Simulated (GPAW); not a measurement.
**BN (P6_3/mmc): refractive index against wavelength**

The refractive index of BN (P6_3/mmc) along x below the direct gap (4.66 eV on the mesh) is read from one computed spectrum, n = √(Re ε). x, y and z are the Cartesian axes of the input cell.

Cell: a, b, c = 2.498, 2.498, 6.636 Å (primitive vectors), 4 atoms.

Method: GPAW 26.7.0, PBE, RPA, k-mesh 14×14×5, local fields up to 60 eV, Lorentzian half width 0.2 eV.

Launch of the response step: `OMP_NUM_THREADS=1 python df.py`. The run took 51 s, its band step included, on 1 thread of Arm Neoverse V2, on a shared host.

| wavelength (nm) | photon energy E (eV) | n |
| --- | --- | --- |
| 1064 | 1.165 | 2.1724 |
| 850 | 1.459 | 2.1861 |
| 700 | 1.771 | ? |
| 633 | 1.959 | 2.2188 |
| 532 | 2.331 | 2.2524 |
| 450 | 2.755 | 2.3038 |
| 405 | 3.061 | 2.3526 |

In the single-oscillator model n² − 1 = E₀E_d/(E₀² − E²), so 1/(n² − 1) = E₀/E_d − E²/(E₀E_d) is linear in E².

Working, on the rows shown:

| x = E² (eV²) | y = 1/(n² − 1) |
| --- | --- |
| 1.35784 | 0.268866 |
| 2.12762 | 0.264618 |
| 3.83641 | 0.254902 |
| 5.43137 | 0.245501 |
| 7.59115 | 0.232154 |
| 9.37179 | 0.22052 |

Means: x̄ = 4.9527, ȳ = 0.24776. Σ(x − x̄)(y − ȳ) = -0.2941, Σ(x − x̄)² = 48.87. Slope = -0.2941 / 48.87 = -0.006018; intercept = ȳ − slope · x̄ = 0.27757. Turned back into n, the line misses the rows shown by at most 0.0028.

Predict the last column of the withheld row from the fit.

At x = 3.1372 the line gives y = 0.25869, that is 2.2058. The run gave 2.2050, so the interpolation is off by 0.00083, 0.5 % of the range in the table.

Refitted with all rows, the slope is -0.006026 and the intercept 0.27764. These give E₀ = √(intercept/−slope) = 6.79 eV and E_d = E₀/intercept = 24.4 eV; E₀ is 1.5 times the direct gap. The electronic limit at long wavelengths, without lattice vibrations, is n = √(1 + 1/intercept) = 2.145. The cell comes from an older database entry, whose edges can be off by a per cent or so. Excitons are left out; PBE gaps are as a rule too small. The values come from a sum over the points of one k-mesh and carry its error, which grows as the direct gap shrinks.
